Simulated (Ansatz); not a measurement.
# Glassy 70SiO2-12CaO-18Li2O (mol %) (95 atoms) under strain, part 3 of 3

Aim: relax glassy 70SiO2-12CaO-18Li2O (mol %) (95 atoms), then change its volume and shape to read moduli from the stress.

Ansatz 0.2.0; Kohn-Sham DFT, revPBE, PAW (set soft_2), plane waves.

The cell: 23 Si, 4 Ca, 12 Li and 56 O. The quench rate of 50 K/ps far exceeds what a furnace or splat quench reaches. The network of bonds at the start is that of the classical potential that made the cell. Only the Γ point is sampled.

So far. Step 8 (Volume +6 %): The relaxation converged after 17 steps, 1.26 eV below its start, with a largest force component of 0.028 eV/Å. Step 8 (Volume +6 %): Volume +6 %: the energy stands 0.505 eV above that of the reference, at a pressure of -2.17 GPa.

## Step 9: Volume -10 %

The relaxed cell is scaled to another volume.

Input file input.yaml:

```yaml
crystal:
  lattice:
    - [10.50813, 0.01785, -0.09635]
    - [0.01785, 10.34242, -0.01526]
    - [-0.09635, -0.01526, 10.38173]
  atoms:
    [... the 95 atom lines of step 4 ...]
kpoints:
  mp_grid: { grid: [1, 1, 1] }
hamiltonian:
  xc: revpbe
scf:
  occupations: { method: fixed }
output:
  forces: true
  eigenvalues: true
  stress: true
relax:
  f_tol: 0.05
  max_steps: 70
```

Launch:

```sh
$ ansatz run input.yaml --threads 4 --pin off --max-ram 8192MiB --backend cpu --events-out ev --progress --plain --runs-dir out
```

Numbers of over 12 decimals in the logs are rounded to 6 here.

The log of the run:

```text
[...]
Crystal: 95 atoms, lattice volume = 1128.179 Å³
Basis set: ecut = 420 eV, 22107 PW (Γ), exchange–correlation on 144×144×144 points (8 copies of the dense FFT grid, shifted against one another)
Bands: 347, of which v1, the nominal top of the filled ones, is band 252 counted from 1 (251 counted from 0)
Symmetry: 1 space group operations
[...]
k-points: 1
[...]
SCF iter   1: F=—  HF=-56369.607396 eV  |F-HF|=—  |Δ(HF+E_count)|=         —  Δρ=3.67e-3  dr2=1.69e-1  ethr=1.77e-3  ⟨swp⟩=5.0  Hψ=1346  notcnv=0  defer=93
[...]
SCF iter   5: F=—  HF=-56369.601756 eV  |F-HF|=—  |Δ(HF+E_count)|=   3.53e-4  Δρ=1.33e-4  dr2=1.58e-4  ethr=9.11e-8  ⟨swp⟩=2.0  Hψ=543  notcnv=0  defer=93
SCF iter   6: F=-56369.601818 eV  HF=-56369.601801 eV  |F-HF|=1.65e-5  |Δ(HF+E_count)|=   4.45e-5  Δρ=2.64e-5  dr2=8.25e-6  ethr=1.24e-8  ⟨swp⟩=16.0  Hψ=2609  notcnv=0
SCF 1 converged in 6 iterations: F = -56369.601818 eV  dr2 = 8.25e-6
[...]
relax step   1: F+E_penalty+E_count = -56369.60181755 eV  Δ(F+E_penalty+E_count) = +0.000e0 eV  max|allowed force component| = 2.092e0 eV/Å  Δτ_max = 0.0000 Å  (6 SCF iters, dr2 threshold 6.25e-5 eV, accepted)
[...]
relax step   2: F+E_penalty+E_count = -56372.15371869 eV  Δ(F+E_penalty+E_count) = -2.552e0 eV  max|allowed force component| = 1.038e0 eV/Å  Δτ_max = 0.1287 Å  (7 SCF iters, dr2 threshold 1.00e-4 eV, accepted)
[...]
relax step   3: F+E_penalty+E_count = -56373.54806994 eV  Δ(F+E_penalty+E_count) = -1.394e0 eV  max|allowed force component| = 4.354e-1 eV/Å  Δτ_max = 0.1436 Å  (7 SCF iters, dr2 threshold 6.74e-5 eV, accepted)
relax step   4: F+E_penalty+E_count = -56373.82970513 eV  Δ(F+E_penalty+E_count) = -2.816e-1 eV  max|allowed force component| = 4.958e-1 eV/Å  Δτ_max = 0.2000 Å  (7 SCF iters, dr2 threshold 3.33e-5 eV, accepted)
relax step   5: F+E_penalty+E_count = -56373.93076210 eV  Δ(F+E_penalty+E_count) = -1.011e-1 eV  max|allowed force component| = 2.482e-1 eV/Å  Δτ_max = 0.0630 Å  (5 SCF iters, dr2 threshold 4.32e-5 eV, accepted)
relax step   6: F+E_penalty+E_count = -56374.00990070 eV  Δ(F+E_penalty+E_count) = -7.914e-2 eV  max|allowed force component| = 1.793e-1 eV/Å  Δτ_max = 0.2000 Å  (7 SCF iters, dr2 threshold 1.54e-5 eV, accepted)
relax step   7: F+E_penalty+E_count = -56374.04257187 eV  Δ(F+E_penalty+E_count) = -3.267e-2 eV  max|allowed force component| = 1.107e-1 eV/Å  Δτ_max = 0.0473 Å  (6 SCF iters, dr2 threshold 8.06e-6 eV, accepted)
relax step   8: F+E_penalty+E_count = -56374.01016370 eV  Δ(F+E_penalty+E_count) = +3.241e-2 eV  max|allowed force component| = 3.270e-1 eV/Å  Δτ_max = 0.1173 Å  (7 SCF iters, dr2 threshold 4.67e-6 eV, rejected (line search))
[...]
relax step   9: F+E_penalty+E_count = -56374.06451117 eV  Δ(F+E_penalty+E_count) = -2.194e-2 eV  max|allowed force component| = 4.851e-2 eV/Å  Δτ_max = 0.0569 Å  (9 SCF iters, accepted)
SCF converged after 9 iterations
Free energy (F): -56374.064511 eV
[...]
Internal energy: -56374.064511 eV  (E = F + TS)
E sigma→0 (E₀):  -56374.064511 eV
Fermi energy:    4.030577 eV
[...]
Σ components = -56374.064511   (vs F -56374.064511, Δ=0.00e0)
--- Forces (eV/Å), atoms counted from 1 ---
  atom   1  Si     0.01195445    -0.01322513     0.02297689
  atom   2  Si     0.02381410     0.00731864     0.00612673
  atom   3  Si     0.03566929    -0.01596075     0.01909285
  atom   4  Si     0.04850605    -0.03699806     0.01109191
[...]
atom  95  O     -0.01536148    -0.01453898     0.01528004
  max |Σ_I F_I| component: 6.73e-5 eV/Å
--- Stress (GPa, compression-positive) ---
        6.093547       0.316569       0.045936
        0.316567       6.135249      -0.242644
        0.045934      -0.242644       5.315861
  P = ⅓ Tr σ = 5.8482 GPa (58.482 kbar)
--- Band table (eV) ---
[...]
--- Relaxed structure (9 steps of the walk, 8 accepted, 0 SCFs on fresh bases) ---
  F+E_penalty+E_count = -56374.06451117 eV   max|allowed force component| = 4.851e-2 eV/Å
  atoms:
    - { symbol: Si, position: [0.446914, 0.280207, 0.749313] }
    - { symbol: Si, position: [0.670354, 0.103764, 0.879710] }
    - { symbol: Si, position: [0.224036, 0.152640, 0.112070] }
    - { symbol: Si, position: [0.680582, 0.255399, 0.279571] }
[...]
- { symbol: O, position: [0.067844, 0.307926, 0.867154] }
```

Elapsed: 67 s, on 4 threads of Intel Xeon Platinum 8375C at 2.90GHz (Ice Lake), shared host; peak memory 1.5 GiB.

The relaxation converged after 9 steps, 4.46 eV below its start, with a largest force component of 0.049 eV/Å.

Volume -10 %: the energy stands 2.09 eV above that of the reference, at a pressure of 5.85 GPa.

## Step 10: Stretched by 1 % along x

The relaxed cell is strained along x alone, which gives the stiffness along x and its coupling to y and z.

input.yaml, the sections that differ from step 9:

```yaml
crystal:
  lattice:
    - [10.99257, 0.01849, -0.09979]
    - [0.01867, 10.7121, -0.01581]
    - [-0.10079, -0.01581, 10.75282]
  atoms:
    [... the 95 atom lines of step 4 ...]
# kpoints, hamiltonian, scf, output, relax: as in step 9
```

The log of the run:

```text
[...]
Crystal: 95 atoms, lattice volume = 1266.068 Å³
Basis set: ecut = 420 eV, 24729 PW (Γ), exchange–correlation on 150×144×144 points (8 copies of the dense FFT grid, shifted against one another)
Bands: 347, of which v1, the nominal top of the filled ones, is band 252 counted from 1 (251 counted from 0)
Symmetry: 1 space group operations
[...]
k-points: 1
[...]
SCF iter   1: F=—  HF=-56376.057687 eV  |F-HF|=—  |Δ(HF+E_count)|=         —  Δρ=3.31e-3  dr2=1.51e-1  ethr=1.77e-3  ⟨swp⟩=4.0  Hψ=1344  notcnv=0  defer=93
[...]
SCF iter   6: F=-56376.055000 eV  HF=-56376.054982 eV  |F-HF|=1.82e-5  |Δ(HF+E_count)|=   8.85e-5  Δρ=2.60e-5  dr2=9.62e-6  ethr=1.24e-8  ⟨swp⟩=16.0  Hψ=2622  notcnv=0
SCF 1 converged in 6 iterations: F = -56376.055000 eV  dr2 = 9.62e-6
[...]
relax step   1: F+E_penalty+E_count = -56376.05500033 eV  Δ(F+E_penalty+E_count) = +0.000e0 eV  max|allowed force component| = 4.986e-1 eV/Å  Δτ_max = 0.0000 Å  (6 SCF iters, dr2 threshold 6.25e-5 eV, accepted)
[...]
relax step   2: F+E_penalty+E_count = -56376.10014941 eV  Δ(F+E_penalty+E_count) = -4.515e-2 eV  max|allowed force component| = 2.576e-1 eV/Å  Δτ_max = 0.0272 Å  (5 SCF iters, dr2 threshold 1.55e-5 eV, accepted)
[...]
relax step   3: F+E_penalty+E_count = -56376.12550213 eV  Δ(F+E_penalty+E_count) = -2.535e-2 eV  max|allowed force component| = 7.333e-2 eV/Å  Δτ_max = 0.0289 Å  (6 SCF iters, dr2 threshold 4.15e-6 eV, accepted)
[...]
relax step   4: F+E_penalty+E_count = -56376.12861539 eV  Δ(F+E_penalty+E_count) = -3.113e-3 eV  max|allowed force component| = 4.488e-2 eV/Å  Δτ_max = 0.0155 Å  (7 SCF iters, accepted)
SCF converged after 7 iterations
Free energy (F): -56376.128615 eV
[...]
Internal energy: -56376.128615 eV  (E = F + TS)
E sigma→0 (E₀):  -56376.128615 eV
Fermi energy:    3.022204 eV
[...]
--- Forces (eV/Å), atoms counted from 1 ---
  atom   1  Si    -0.02674119     0.03101740    -0.01034657
  atom   2  Si    -0.02109418     0.00656106     0.00604869
  atom   3  Si     0.01798408    -0.00836473    -0.00070115
  atom   4  Si     0.00530271    -0.00558738     0.00570037
  atom   5  Si     0.04307191     0.02926045    -0.02473794
  atom   6  Si    -0.00477380     0.01393236    -0.01225373
  atom   7  Si     0.01003233    -0.00438782     0.01508297
  atom   8  Si     0.00858803     0.01002650     0.01476994
  atom   9  Si    -0.02381928     0.02271715    -0.00620090
  atom  10  Si     0.03273260    -0.00425541     0.01708998
  atom  11  Si    -0.02580804    -0.03229572    -0.01645335
  atom  12  Si     0.01118081     0.00315188     0.00191725
  atom  13  Si    -0.03688246     0.00097075     0.00225105
  atom  14  Si     0.01612377    -0.02584987    -0.02805255
[...]
atom  94  O      0.00768272    -0.00131166     0.00089548
  atom  95  O      0.00562149     0.00876812     0.00804533
  max |Σ_I F_I| component: 1.18e-4 eV/Å
--- Stress (GPa, compression-positive) ---
       -0.787938      -0.064108      -0.016315
       -0.064111      -0.287073       0.009007
       -0.016314       0.009009      -0.214324
  P = ⅓ Tr σ = -0.4298 GPa (-4.298 kbar)
--- Band table (eV) ---
[...]
--- Relaxed structure (4 steps of the walk, 4 accepted, 0 SCFs on fresh bases) ---
  F+E_penalty+E_count = -56376.12861539 eV   max|allowed force component| = 4.488e-2 eV/Å
  atoms:
    - { symbol: Si, position: [0.458717, 0.277548, 0.758459] }
    - { symbol: Si, position: [0.678318, 0.108506, 0.879857] }
    - { symbol: Si, position: [0.232788, 0.139393, 0.111142] }
    - { symbol: Si, position: [0.677796, 0.272147, 0.292842] }
[...]
- { symbol: O, position: [0.063832, 0.332781, 0.837625] }
```

The job ended after 31 s (4 threads; peak memory 1.6 GiB).

The relaxation converged after 4 steps, 0.0736 eV below its start, with a largest force component of 0.045 eV/Å.

Stretched by 1 % along x: the energy stands 0.0276 eV above that of the reference, at a pressure of -0.430 GPa.

## Step 11: Compressed by 1 % along x

The relaxed cell is strained along x alone, which gives the stiffness along x and its coupling to y and z.

input.yaml, the sections that differ from step 10:

```yaml
crystal:
  lattice:
    - [10.77489, 0.01849, -0.09979]
    - [0.01831, 10.7121, -0.01581]
    - [-0.09879, -0.01581, 10.75282]
  atoms:
    [... the 95 atom lines of step 4 ...]
# kpoints, hamiltonian, scf, output, relax: as in step 10
```

The log of the run:

```text
[...]
Crystal: 95 atoms, lattice volume = 1240.997 Å³
Basis set: ecut = 420 eV, 24199 PW (Γ), exchange–correlation on 150×144×144 points (8 copies of the dense FFT grid, shifted against one another)
Bands: 347, of which v1, the nominal top of the filled ones, is band 252 counted from 1 (251 counted from 0)
Symmetry: 1 space group operations
[...]
k-points: 1
[...]
SCF iter   1: F=—  HF=-56376.042829 eV  |F-HF|=—  |Δ(HF+E_count)|=         —  Δρ=3.36e-3  dr2=1.54e-1  ethr=1.77e-3  ⟨swp⟩=4.0  Hψ=1345  notcnv=0  defer=93
[...]
SCF iter   6: F=-56376.039533 eV  HF=-56376.039516 eV  |F-HF|=1.74e-5  |Δ(HF+E_count)|=   8.58e-5  Δρ=2.57e-5  dr2=8.69e-6  ethr=1.24e-8  ⟨swp⟩=16.0  Hψ=2521  notcnv=0
SCF 1 converged in 6 iterations: F = -56376.039533 eV  dr2 = 8.69e-6
[...]
relax step   1: F+E_penalty+E_count = -56376.03953310 eV  Δ(F+E_penalty+E_count) = +0.000e0 eV  max|allowed force component| = 5.372e-1 eV/Å  Δτ_max = 0.0000 Å  (6 SCF iters, dr2 threshold 6.25e-5 eV, accepted)
[...]
relax step   2: F+E_penalty+E_count = -56376.08677308 eV  Δ(F+E_penalty+E_count) = -4.724e-2 eV  max|allowed force component| = 2.809e-1 eV/Å  Δτ_max = 0.0258 Å  (5 SCF iters, dr2 threshold 1.80e-5 eV, accepted)
[...]
relax step   3: F+E_penalty+E_count = -56376.11196633 eV  Δ(F+E_penalty+E_count) = -2.519e-2 eV  max|allowed force component| = 6.974e-2 eV/Å  Δτ_max = 0.0224 Å  (6 SCF iters, dr2 threshold 4.93e-6 eV, accepted)
[...]
relax step   4: F+E_penalty+E_count = -56376.11422590 eV  Δ(F+E_penalty+E_count) = -2.260e-3 eV  max|allowed force component| = 3.922e-2 eV/Å  Δτ_max = 0.0099 Å  (7 SCF iters, accepted)
SCF converged after 7 iterations
Free energy (F): -56376.114226 eV
[...]
Internal energy: -56376.114226 eV  (E = F + TS)
E sigma→0 (E₀):  -56376.114226 eV
Fermi energy:    3.188055 eV
[...]
--- Forces (eV/Å), atoms counted from 1 ---
  atom   1  Si     0.03129226    -0.01854090    -0.00170911
  atom   2  Si     0.01279342    -0.01691180    -0.00524010
  atom   3  Si    -0.00719436     0.00532430     0.00522767
  atom   4  Si    -0.00219995     0.00441852    -0.00693558
  atom   5  Si    -0.03921615    -0.02568337     0.02454146
  atom   6  Si     0.00827563    -0.02512503     0.00838841
  atom   7  Si    -0.00417148     0.00348091    -0.02397640
  atom   8  Si    -0.00971597     0.00357424    -0.00549195
  atom   9  Si     0.01798056    -0.02332854    -0.00252068
  atom  10  Si    -0.03659650     0.00429769    -0.01058704
  atom  11  Si     0.01819669     0.02691220     0.01295861
  atom  12  Si    -0.00940001    -0.00408567    -0.00152829
  atom  13  Si     0.02994843     0.00421422    -0.00219734
  atom  14  Si    -0.01683664     0.01942559     0.02425287
[...]
atom  94  O     -0.00590195     0.00181201     0.00060052
  atom  95  O     -0.00591551    -0.00686489    -0.00300093
  max |Σ_I F_I| component: 3.67e-5 eV/Å
--- Stress (GPa, compression-positive) ---
        0.947972       0.072638       0.011758
        0.072636       0.364977      -0.011746
        0.011759      -0.011745       0.276826
  P = ⅓ Tr σ = 0.5299 GPa (5.299 kbar)
--- Band table (eV) ---
[...]
--- Relaxed structure (4 steps of the walk, 4 accepted, 0 SCFs on fresh bases) ---
  F+E_penalty+E_count = -56376.11422590 eV   max|allowed force component| = 3.922e-2 eV/Å
  atoms:
    - { symbol: Si, position: [0.455058, 0.279483, 0.756692] }
    - { symbol: Si, position: [0.676709, 0.109066, 0.878620] }
    - { symbol: Si, position: [0.229404, 0.139696, 0.112162] }
    - { symbol: Si, position: [0.678582, 0.269719, 0.291671] }
[...]
- { symbol: O, position: [0.068626, 0.330032, 0.840201] }
```

Run time: 33 s. Hardware: 4 threads; peak memory 1.6 GiB.

The relaxation converged after 4 steps, 0.0747 eV below its start, with a largest force component of 0.039 eV/Å.

Compressed by 1 % along x: the energy stands 0.0420 eV above that of the reference, at a pressure of 0.530 GPa.

## Step 12: Sheared by 2 % in xy

A shear of the relaxed cell gives the modulus that volume changes can't reach.

input.yaml, the sections that differ from step 11:

```yaml
crystal:
  lattice:
    - [10.88391, 0.12733, -0.09979]
    - [0.12561, 10.71228, -0.01581]
    - [-0.09995, -0.01681, 10.75282]
  atoms:
    [... the 95 atom lines of step 4 ...]
# kpoints, hamiltonian, scf, output, relax: as in step 11
```

The log of the run:

```text
[...]
Crystal: 95 atoms, lattice volume = 1253.406 Å³
Basis set: ecut = 420 eV, 24475 PW (Γ), exchange–correlation on 150×144×144 points (8 copies of the dense FFT grid, shifted against one another)
Bands: 347, of which v1, the nominal top of the filled ones, is band 252 counted from 1 (251 counted from 0)
Symmetry: 1 space group operations
[...]
k-points: 1
[...]
SCF iter   1: F=—  HF=-56375.998398 eV  |F-HF|=—  |Δ(HF+E_count)|=         —  Δρ=3.32e-3  dr2=1.51e-1  ethr=1.77e-3  ⟨swp⟩=4.0  Hψ=1344  notcnv=0  defer=93
[...]
SCF iter   6: F=-56375.996014 eV  HF=-56375.995996 eV  |F-HF|=1.73e-5  |Δ(HF+E_count)|=   8.45e-5  Δρ=2.52e-5  dr2=8.85e-6  ethr=1.24e-8  ⟨swp⟩=15.0  Hψ=2628  notcnv=0
SCF 1 converged in 6 iterations: F = -56375.996014 eV  dr2 = 8.85e-6
[...]
relax step   1: F+E_penalty+E_count = -56375.99601377 eV  Δ(F+E_penalty+E_count) = +0.000e0 eV  max|allowed force component| = 4.850e-1 eV/Å  Δτ_max = 0.0000 Å  (6 SCF iters, dr2 threshold 6.25e-5 eV, accepted)
[...]
relax step   2: F+E_penalty+E_count = -56376.06106996 eV  Δ(F+E_penalty+E_count) = -6.506e-2 eV  max|allowed force component| = 3.229e-1 eV/Å  Δτ_max = 0.0297 Å  (5 SCF iters, dr2 threshold 1.47e-5 eV, accepted)
[...]
relax step   3: F+E_penalty+E_count = -56376.09881109 eV  Δ(F+E_penalty+E_count) = -3.774e-2 eV  max|allowed force component| = 7.685e-2 eV/Å  Δτ_max = 0.0383 Å  (6 SCF iters, dr2 threshold 6.51e-6 eV, accepted)
relax step   4: F+E_penalty+E_count = -56376.10173893 eV  Δ(F+E_penalty+E_count) = -2.928e-3 eV  max|allowed force component| = 5.412e-2 eV/Å  Δτ_max = 0.0116 Å  (7 SCF iters, accepted)
relax step   5: F+E_penalty+E_count = -56376.08107573 eV  Δ(F+E_penalty+E_count) = +2.066e-2 eV  max|allowed force component| = 1.417e-1 eV/Å  Δτ_max = 0.0650 Å  (9 SCF iters, rejected (line search))
[...]
relax step   6: F+E_penalty+E_count = -56376.10624587 eV  Δ(F+E_penalty+E_count) = -4.507e-3 eV  max|allowed force component| = 2.877e-2 eV/Å  Δτ_max = 0.0312 Å  (9 SCF iters, accepted)
SCF converged after 9 iterations
Free energy (F): -56376.106246 eV
[...]
Internal energy: -56376.106246 eV  (E = F + TS)
E sigma→0 (E₀):  -56376.106246 eV
Fermi energy:    3.104826 eV
[...]
--- Forces (eV/Å), atoms counted from 1 ---
  atom   1  Si    -0.00419102     0.00171299    -0.01186996
  atom   2  Si    -0.01691275     0.00326346    -0.02236200
  atom   3  Si     0.00928893    -0.00077108     0.01506584
  atom   4  Si     0.00120467     0.00583972     0.00075929
  atom   5  Si     0.00360625     0.00133190    -0.00021195
  atom   6  Si     0.00694723    -0.02423441     0.00635067
  atom   7  Si     0.02293030    -0.00737969    -0.02060611
  atom   8  Si     0.01071000    -0.00964440    -0.01342735
  atom   9  Si    -0.01177346     0.00852446     0.00218147
  atom  10  Si    -0.00321630    -0.00525687     0.01224221
  atom  11  Si     0.00489512    -0.01097186     0.01011201
  atom  12  Si     0.00959713    -0.01093866    -0.00073892
  atom  13  Si    -0.00371797     0.00865117    -0.00114900
  atom  14  Si     0.00800578     0.00512415     0.00451562
[...]
atom  94  O      0.00127753    -0.00763382    -0.00134700
  atom  95  O     -0.00220110    -0.00705885    -0.00057895
  max |Σ_I F_I| component: 6.30e-5 eV/Å
--- Stress (GPa, compression-positive) ---
       -0.040117      -0.661108       0.052787
       -0.661109      -0.097462       0.021739
        0.052788       0.021740       0.042066
  P = ⅓ Tr σ = -0.0318 GPa (-0.318 kbar)
--- Band table (eV) ---
[...]
--- Relaxed structure (6 steps of the walk, 5 accepted, 0 SCFs on fresh bases) ---
  F+E_penalty+E_count = -56376.10624587 eV   max|allowed force component| = 2.877e-2 eV/Å
  atoms:
    - { symbol: Si, position: [0.455665, 0.278849, 0.757713] }
    - { symbol: Si, position: [0.677970, 0.107948, 0.879327] }
    - { symbol: Si, position: [0.231391, 0.140469, 0.111451] }
    - { symbol: Si, position: [0.680561, 0.269481, 0.291510] }
[...]
- { symbol: O, position: [0.067860, 0.331221, 0.838528] }
```

It took 49 s on 4 threads; peak memory 1.6 GiB.

The relaxation converged after 6 steps, 0.110 eV below its start, with a largest force component of 0.029 eV/Å.

Sheared by 2 % in xy: the energy stands 0.0499 eV above that of the reference, at a pressure of -0.0318 GPa.

## Step 13: Pressure against volume

Atoms are relaxed at each volume, in the scaled cell.

```tsv
volume change (%)	volume (Å³/atom)	energy change (meV/atom)	pressure (GPa)	largest move on relaxing (Å)	bonds	gap (eV)
-10	11.876	22.02	5.85	0.44	160	4.77
-6	12.403	7.40	3.16	0.24	157	4.64
-3	12.799	1.87	1.53	0.12	155	4.53
+0	13.195	0.00	0.02	-	153	4.43
+3	13.591	1.45	-1.25	0.14	152	4.33
+6	13.987	5.31	-2.17	0.90	149	4.19
```

## Step 14: Uniaxial strain and shear

Stress (GPa, compression positive) less that of the relaxed cell, atoms relaxed:

```tsv
strain	xx	yy	zz	xy	energy change (meV/atom)
stretched by 1 % along x	-0.818	-0.310	-0.231	-0.064	0.29
compressed by 1 % along x	0.917	0.342	0.260	0.073	0.44
sheared by 2 % in xy	-0.071	-0.121	0.025	-0.661	0.53
```

## Step 15: Outcome

The bulk modulus, from the slope of pressure against ln V over the three points nearest the relaxed volume, is 46.2 GPa; a quadratic over all points gives a pressure derivative of about 4.7. The count of bonds runs from 149 to 160 over the series, so at some points contacts cross the cutoffs. At +6 % some atom moved by over 0.5 Å on relaxing, so that point may sit in another local minimum. The gap goes from 4.77 eV at the smallest volume to 4.19 eV at the largest, -3.5 eV per unit of ln V by a straight line, on the run's k-points. In the Cartesian axes of the cell, finite differences give C11 = 86.8, C12 = 32.6, C13 = 24.6 and C66 = 33.0 GPa (the shear of 2 % is the engineering strain, εxy = 0.01). The mean of C11, C12 and C13, which equals the bulk modulus in a cubic or isotropic solid, is 48.0 GPa: it agrees with the bulk modulus within 10 %. For an isotropic solid C66 would equal (C11 − C12)/2 = 27.1 GPa; so small a sample needn't be isotropic, and C66 rests on one shear. With the bulk modulus and C66 as K and G, Young's modulus would be about 80 GPa and Poisson's ratio 0.21.

Caveats: Strains are finite and relaxations stop at the force tolerance of the input, which can leave moduli too stiff; they are those of a static cell at zero temperature. Volumes are changed with the cell's shape held, so in an anisotropic solid the modulus lies over the one under free hydrostatic load. The program notes that the SCF threshold of the relaxations is loose for the stress.

The DFT runs together took 13 min of wall time.

[Logs are printed without paths, hosts, clocks, repeated set-up lines and the standing remarks that a program may print on its own settings, such as how far it seeks lower states.]

[Hosts, paths, dates, database ids (printed as entryN), source tags and the programs' standing remarks are cut or masked in the printed files.]
